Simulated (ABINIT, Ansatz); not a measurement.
## A GW chain in ABINIT: TiO2 (Anatase)

Wanted: ground state, empty states, screening and self-energy for TiO2 (Anatase).

Main program and level: ABINIT 10.8.3; PBE and many-body steps on it, plane waves.

**Experimental background.**

- Gap 3.28 eV: indirect optical gap from Tauc plot; spectroscopic ellipsometry, Tauc plot; film (polycrystalline sol-gel film on silicon, annealed at 600 °C) (“Demonstration of the Optical Isotropy of TiO2 Thin Films Prepared by the Sol–Gel Method”, 2024, pmc:11277656).

- Gap 3.98 eV: direct quasiparticle gap around Gamma; experiment quoted from earlier work; bulk crystal (anatase, value from earlier experiment) (quoted in “Giant exciton Mott density in anatase TiO2”, 2020, arxiv:2007.10051).

- Gap 3.17 eV: gap from valence band edge and flat band potential; valence-band XPS and Mott-Schottky plots; film (“Enhancement of Titania Photoanode Performance by Sandwiching Copper between Two Titania Layers”, 2020, pmc:7579609).

- Gap 3.18 ± 0.03 eV: direct optical gap from Kubelka-Munk plot; UV-Vis diffuse reflectance; 300 K; powder (“Effect of Ethylene Glycol: Citric Acid Molar Ratio and pH on the Morphology, Vibrational, Optical and Electronic Properties of TiO2 and CuO Powders Synthesized by Pechini Method”, 2022, pmc:9369947).

- Gap 3.2 eV: optical gap from absorption spectra; UV-visible absorption with integrating sphere; powder (commercial anatase pigment powder, mean diameter about 270 nm, uncoated and alumina-coated) (“Suppressing the Photocatalytic Activity of TiO2 Nanoparticles by Extremely Thin Al2O3 Films Grown by Gas-Phase Deposition at Ambient Conditions”, 2018, pmc:5853694).

This is a selection; 13 further reports are not listed.

## 1. Starting point

The structure is tetragonal, space group I4_1/amd (No. 141). Conventional cell: a = 3.784 Å, b = 3.784 Å, c = 9.515 Å, α = 90.00°, β = 90.00°, γ = 90.00°. Nearest to Ti lie 6 O at 1.93 to 1.98 Å. Nearest to O lie 3 Ti at 1.93 to 1.98 Å. Farther neighbours and most contacts between anions are not listed.

As a file:

```cif
data_structure
_symmetry_space_group_name_H-M 'I4_1/amd:1'
_symmetry_Int_Tables_number 141
_cell_length_a 3.7842
_cell_length_b 3.7842
_cell_length_c 9.5146
_cell_angle_alpha 90.000
_cell_angle_beta 90.000
_cell_angle_gamma 90.000
_cell_volume 136.25
loop_
_atom_site_label
_atom_site_type_symbol
_atom_site_symmetry_multiplicity
_atom_site_Wyckoff_symbol
_atom_site_fract_x
_atom_site_fract_y
_atom_site_fract_z
_atom_site_occupancy
Ti1 Ti 4 a 0.00000 0.00000 0.00000 1
O1 O 8 e 0.00000 0.00000 0.20810 1
```

The cell and positions come from the Crystallography Open Database and are kept as given unless a step says otherwise.

## 2. Ground state

This step: ABINIT 10.8.3; DFT, PBE, plane waves, norm-conserving pseudopotentials.

The ground-state density comes first.

File run.abi:

```
acell 3*1.0 Angstrom
rprim 
  -1.892100000000 1.892100000000 4.757300000000
  1.892100000000 -1.892100000000 4.757300000000
  1.892100000000 1.892100000000 -4.757300000000
ntypat 2
znucl 22 8
natom 6
typat 1 1 2 2 2 2
xred 
  0.000000000000 0.000000000000 0.000000000000
  0.750000000000 0.250000000000 0.500000000000
  0.208100000000 0.208100000000 0.000000000000
  0.958100000000 0.458100000000 0.500000000000
  0.541900000000 0.041900000000 0.500000000000
  0.791900000000 0.791900000000 0.000000000000
pp_dirpath "pseudos"
pseudos "Ti.upf, O.upf"
ecut 38
ngkpt 8 8 8
nshiftk 1
shiftk 0 0 0
kptopt 1
chksymbreak 0
nband 31
occopt 1
tolvrs 1e-10
nstep 60
prtwf 0
indata_prefix "in"
outdata_prefix "out"
tmpdata_prefix "tmp"
```

On the command line:

```sh
$ OMP_NUM_THREADS=1 mpirun -n 4 abinit run.abi > log
```

Numbers of over 12 decimals in the logs are rounded to 6 here.

Log:

```text
.Version 10.8.3 of ABINIT. v10.8.2 released Aug 2026.

 Symmetries : space group I4_1/a m d (#141); Bravais tI (body-center tetrag.)
================================================================================
 Values of the parameters that define the memory need of the present run
     intxc =       0    ionmov =       0      iscf =       7    lmnmax =       6
     lnmax =       6     mgfft =      60  mpssoang =       3    mqgrid =    3001
     natom =       6  nloc_mem =       1    nspden =       1   nspinor =       1
    nsppol =       1      nsym =      16    n1xccc =    2501    ntypat =       2
    occopt =       1   xclevel =       2
-    mband =          31        mffmem =           1         mkmem =          15
       mpw =        5174          nfft =      216000          nkpt =          59
================================================================================
  Rough estimation (10% accuracy) of disk space for files :
================================================================================

--------------------------------------------------------------------------------
------------- Echo of variables that govern the present computation ------------
--------------------------------------------------------------------------------
 -outvars: echo values of preprocessed input variables --------
            acell      1.8897261259E+00  1.8897261259E+00  1.8897261259E+00 Bohr

      chksymbreak           0
             ecut      3.80000000E+01 Hartree
-          fftalg         312

              ixc     -101130
              kpt      0.00000000E+00  0.00000000E+00  0.00000000E+00
                       1.25000000E-01  0.00000000E+00  0.00000000E+00
                       2.50000000E-01  0.00000000E+00  0.00000000E+00
                       3.75000000E-01  0.00000000E+00  0.00000000E+00
                       5.00000000E-01  0.00000000E+00  0.00000000E+00
                       1.25000000E-01  1.25000000E-01  0.00000000E+00
                       2.50000000E-01  1.25000000E-01  0.00000000E+00
                       3.75000000E-01  1.25000000E-01  0.00000000E+00
                       5.00000000E-01  1.25000000E-01  0.00000000E+00
   [... 39 further rows ...]
                       5.00000000E-01  5.00000000E-01  2.50000000E-01
                      -3.75000000E-01  5.00000000E-01  2.50000000E-01
                       outvar_i_n : Printing only first  50 k-points.
         kptrlatt        8    0    0      0    8    0      0    0    8
          kptrlen      5.72088128E+01
P           mkmem          15
            natom           6
            nband          31
            ngfft          60      60      60
             nkpt          59
            nstep          60
             nsym          16
           ntypat           2
              occ      2.000000  2.000000  2.000000  2.000000  2.000000  2.000000
                       2.000000  2.000000  2.000000  2.000000  2.000000  2.000000
                       2.000000  2.000000  2.000000  2.000000  2.000000  2.000000
                       2.000000  2.000000  2.000000  2.000000  2.000000  2.000000
                       0.000000  0.000000  0.000000  0.000000  0.000000  0.000000
                       0.000000
            prtwf           0
            rprim     -1.8921000000E+00  1.8921000000E+00  4.7573000000E+00
[...]
spgroup         141

           tolvrs      1.00000000E-10

             xred      0.0000000000E+00  0.0000000000E+00  0.0000000000E+00
[...]
znucl       22.00000    8.00000

================================================================================

 chkinp: Checking input parameters for consistency.

================================================================================
== DATASET  1 ==================================================================
-   mpi_nproc: 4, omp_nthreads: 1 (-1 if OMP is not activated)

--- !DatasetInfo
iteration_state: {dtset: 1, }
dimensions: {natom: 6, nkpt: 59, mband: 31, nsppol: 1, nspinor: 1, nspden: 1, mpw: 5174, }
cutoff_energies: {ecut:  38.0, pawecutdg:  -1.0, }
electrons: {nelect:   4.80000000E+01, charge:   0.00000000E+00, occopt:   1.00000000E+00, tsmear:   1.00000000E-02, }

 Real(R)+Recip(G) space primitive vectors, cartesian coordinates (Bohr,Bohr^-1):
 R(1)= -3.5755508  3.5755508  8.9899941  G(1)=  0.0000000  0.1398386  0.0556174
 R(2)=  3.5755508 -3.5755508  8.9899941  G(2)=  0.1398386  0.0000000  0.0556174
 R(3)=  3.5755508  3.5755508 -8.9899941  G(3)=  0.1398386  0.1398386  0.0000000
 Unit cell volume ucvol=  4.5973260E+02 bohr^3
 Angles (23,13,12)=  1.39434593E+02  1.39434593E+02  5.87128032E+01 degrees

 getcut: wavevector=  0.0000  0.0000  0.0000  ngfft=  60  60  60
         ecut(hartree)=     38.000   => boxcut(ratio)=   2.09654

--- Pseudopotential description ------------------------------------------------
- Ti Generated using ONCVPSP code by D. R. Hamann
- 22.00000  12.00000  171031                  znucl, zion, pspdat
12 -101130 2 -1 1586                          pspcod,pspxc,lmax,lloc,mmax
     nproj     2     2     2
  pspatm : epsatm=   14.68144553
         --- l  ekb(1:nproj) -->
[...]
pspatm: atomic psp has been read  and splines computed

- O Generated using ONCVPSP code by D. R. Hamann
[...]
ETOT 13  -185.21694843255    -1.451E-09 1.503E-03 9.279E-07
 ETOT 14  -185.21694843268    -1.326E-10 1.171E-03 1.898E-07
 ETOT 15  -185.21694843272    -3.570E-11 1.078E-03 1.463E-08
 ETOT 16  -185.21694843270     1.299E-11 9.046E-04 1.771E-10
 ETOT 17  -185.21694843270     2.643E-12 6.730E-04 2.814E-11

 At SCF step   17       vres2   =  2.81E-11 < tolvrs=  1.00E-10 =>converged.

 Cartesian components of stress tensor (hartree/bohr^3)
  sigma(1 1)= -1.27289296E-04  sigma(3 2)=  0.00000000E+00
  sigma(2 2)= -1.27289296E-04  sigma(3 1)=  0.00000000E+00
  sigma(3 3)= -1.70482288E-04  sigma(2 1)=  0.00000000E+00

--- !ResultsGS
iteration_state: {dtset: 1, }
comment   : Summary of ground state results
lattice_vectors:
- [ -3.5755508,   3.5755508,   8.9899941, ]
- [  3.5755508,  -3.5755508,   8.9899941, ]
- [  3.5755508,   3.5755508,  -8.9899941, ]
lattice_lengths: [  10.31451,   10.31451,   10.31451, ]
lattice_angles: [139.435, 139.435,  58.713, ] # degrees, (23, 13, 12)
lattice_volume:   4.5973260E+02
convergence: {deltae:  2.643E-12, res2:  2.814E-11, residm:  6.730E-04, diffor: null, }
etotal    :  -1.85216948E+02
entropy   :   0.00000000E+00
fermie    :   1.50508157E-01
cartesian_stress_tensor: # hartree/bohr^3
- [ -1.27289296E-04,   0.00000000E+00,   0.00000000E+00, ]
- [  0.00000000E+00,  -1.27289296E-04,   0.00000000E+00, ]
- [  0.00000000E+00,   0.00000000E+00,  -1.70482288E-04, ]
pressure_GPa:   4.1686E+00
xred      :
- [  0.0000E+00,   0.0000E+00,   0.0000E+00, Ti]
- [  7.5000E-01,   2.5000E-01,   5.0000E-01, Ti]
- [  2.0810E-01,   2.0810E-01,  -3.2879E-19,  O]
- [  9.5810E-01,   4.5810E-01,   5.0000E-01,  O]
- [  5.4190E-01,   4.1900E-02,   5.0000E-01,  O]
- [  7.9190E-01,   7.9190E-01,  -1.2512E-18,  O]
cartesian_forces: # hartree/bohr
- [  4.04302157E-20,  -3.18499290E-20,  -3.61400723E-20, ]
- [  4.04302154E-20,  -3.18499296E-20,  -3.61400724E-20, ]
- [  6.15186254E-20,  -1.07615194E-20,   1.58865855E-03, ]
- [ -1.29580950E-19,   2.31819774E-19,   1.58865855E-03, ]
- [  1.93418057E-20,  -5.29383391E-20,  -1.58865855E-03, ]
- [ -3.21399119E-20,  -1.04420057E-19,  -1.58865855E-03, ]
force_length_stats: {min:   6.28897857E-20, max:   1.58865855E-03, mean:   1.05910570E-03, }

 Integrated electronic density in atomic spheres:
 ------------------------------------------------
 Atom  Sphere_radius  Integrated_density
[...]
================================================================================

 ----iterations are completed or convergence reached----

 Mean square residual over all n,k,spin=   51.304E-07; max=  67.304E-05
 reduced coordinates (array xred) for    6 atoms
[...]
0.750000000000      0.250000000000      0.500000000000
       0.208100000000      0.208100000000     -0.000000000000
       0.958100000000      0.458100000000      0.500000000000
       0.541900000000      0.041900000000      0.500000000000
       0.791900000000      0.791900000000     -0.000000000000
 rms dE/dt=  1.1661E-02; max dE/dt=  1.4282E-02; dE/dt below (all hartree)
    1      -0.000000000000     -0.000000000000     -0.000000000000
    2       0.000000000000     -0.000000000000      0.000000000000
    3      -0.014282030995     -0.014282030995      0.014282030995
    4      -0.014282030995     -0.014282030995      0.014282030995
    5       0.014282030995      0.014282030995     -0.014282030995
    6       0.014282030995      0.014282030995     -0.014282030995

 cartesian coordinates (angstrom) at end:
    1      0.000000     0.000000     0.000000
    2      0.000000     1.892100     2.378650
    3      0.000000    -0.000000     1.979988
    4      0.000000     1.892100     4.358638
[...]
cartesian forces (hartree/bohr) at end:
[...]
frms,max,avg= 7.4890082E-04 1.5886586E-03   0.000E+00  0.000E+00  0.000E+00 h/b

 cartesian forces (eV/Angstrom) at end:
[...]
2      0.000000    -0.000000    -0.000000
    3      0.000000    -0.000000     0.081692
    4     -0.000000     0.000000     0.081692
    5      0.000000    -0.000000    -0.081692
    6     -0.000000    -0.000000    -0.081692
 frms,max,avg= 3.8510029E-02 8.1692107E-02   0.000E+00  0.000E+00  0.000E+00 e/A
 length scales=  1.889726125908  1.889726125908  1.889726125908 bohr
              =  1.000000000000  1.000000000000  1.000000000000 angstroms
 prteigrs : about to open file out_EIG
 Fermi (or HOMO) energy (hartree) =   0.15051   Average Vxc (hartree)=  -0.39712
 Eigenvalues (hartree) for nkpt=  59  k points:
 kpt#   1, nband= 31, wtk=  0.00195, kpt=  0.0000  0.0000  0.0000 (reduced coord)
  -1.91852   -1.91628   -1.05463   -1.04582   -1.04582   -1.04316   -1.04316   -1.04004
  -0.49493   -0.45758   -0.45221   -0.43977    0.00708    0.01145    0.01145    0.02632
   0.07584    0.07584    0.07756    0.12347    0.12360    0.12360    0.13465    0.13465
   0.23084    0.25826    0.29978    0.29979    0.30088    0.30090    0.34599
 prteigrs : prtvol=0 or 1, do not print more k-points.

--- !EnergyTerms
iteration_state     : {dtset: 1, }
comment             : Components of total free energy in Hartree
kinetic             :  9.01527161159873E+01
hartree             :  5.04271879315837E+01
xc                  : -3.41780206858849E+01
Ewald energy        : -1.22088434587365E+02
psp_core            :  5.65316920799711E+00
local_psp           : -1.66739904690232E+02
non_local_psp       : -8.44366172478659E+00
total_energy        : -1.85216948432700E+02
total_energy_eV     : -5.04000992310415E+03
band_energy         : -2.23631716003221E+01

 Cartesian components of stress tensor (hartree/bohr^3)
  sigma(1 1)= -1.27289296E-04  sigma(3 2)=  0.00000000E+00
  sigma(2 2)= -1.27289296E-04  sigma(3 1)=  0.00000000E+00
  sigma(3 3)= -1.70482288E-04  sigma(2 1)=  0.00000000E+00

-Cartesian components of stress tensor (GPa)         [Pressure=  4.1686E+00 GPa]
- sigma(1 1)= -3.74498039E+00  sigma(3 2)=  0.00000000E+00
- sigma(2 2)= -3.74498039E+00  sigma(3 1)=  0.00000000E+00
- sigma(3 3)= -5.01576209E+00  sigma(2 1)=  0.00000000E+00

== END DATASET(S) ==============================================================
================================================================================

 -outvars: echo values of variables after computation  --------
           etotal     -1.8521694843E+02
            nband          31
             nkpt          59
          spgroup         141
 [... the other variables as echoed above ...]

 Calculation completed.
```

Run time: 4.1 min. Hardware: 4 MPI ranks of Arm Neoverse V1, shared host; peak memory 0.64 GiB.

This step gave:

- total energy: -5040.0099 eV
- gap: 2.186 eV
- k of the valence top: -0.375, 0.375, 0
- k of the conduction bottom: 0, 0, 0
- least direct gap: 2.492 eV
- pressure: 4.169 GPa

The gap is indirect, with the least direct gap 0.31 eV higher.

The cutoff was set for levels, not for stress, so the pressure can be off by some GPa.

(Continued in part 2 of 3.)

[Paths, hosts, dates, memory and timing lines, banners, echoed tables and standing remarks are left out of the program output.]

[Logs are printed without paths, hosts, clocks, repeated set-up lines and the standing remarks that a program may print on its own settings, such as how far it seeks lower states.]

[Runs of the session that timed out or met a known fault of the program may be left out.]

[Hosts, paths, dates, database ids (printed as entryN), source tags and the programs' standing remarks are cut or masked in the printed files.]

[G0W0 gaps are taken among the corrected bands and points alone; a level outside them can change the order at an edge.]

[Where Ansatz stands beside ABINIT at settings called matched, ABINIT's density can come from a denser mesh and the files from another edition; pairs whose starting gaps differed by over 0.03 eV were left out, so agreement reads better than it is.]
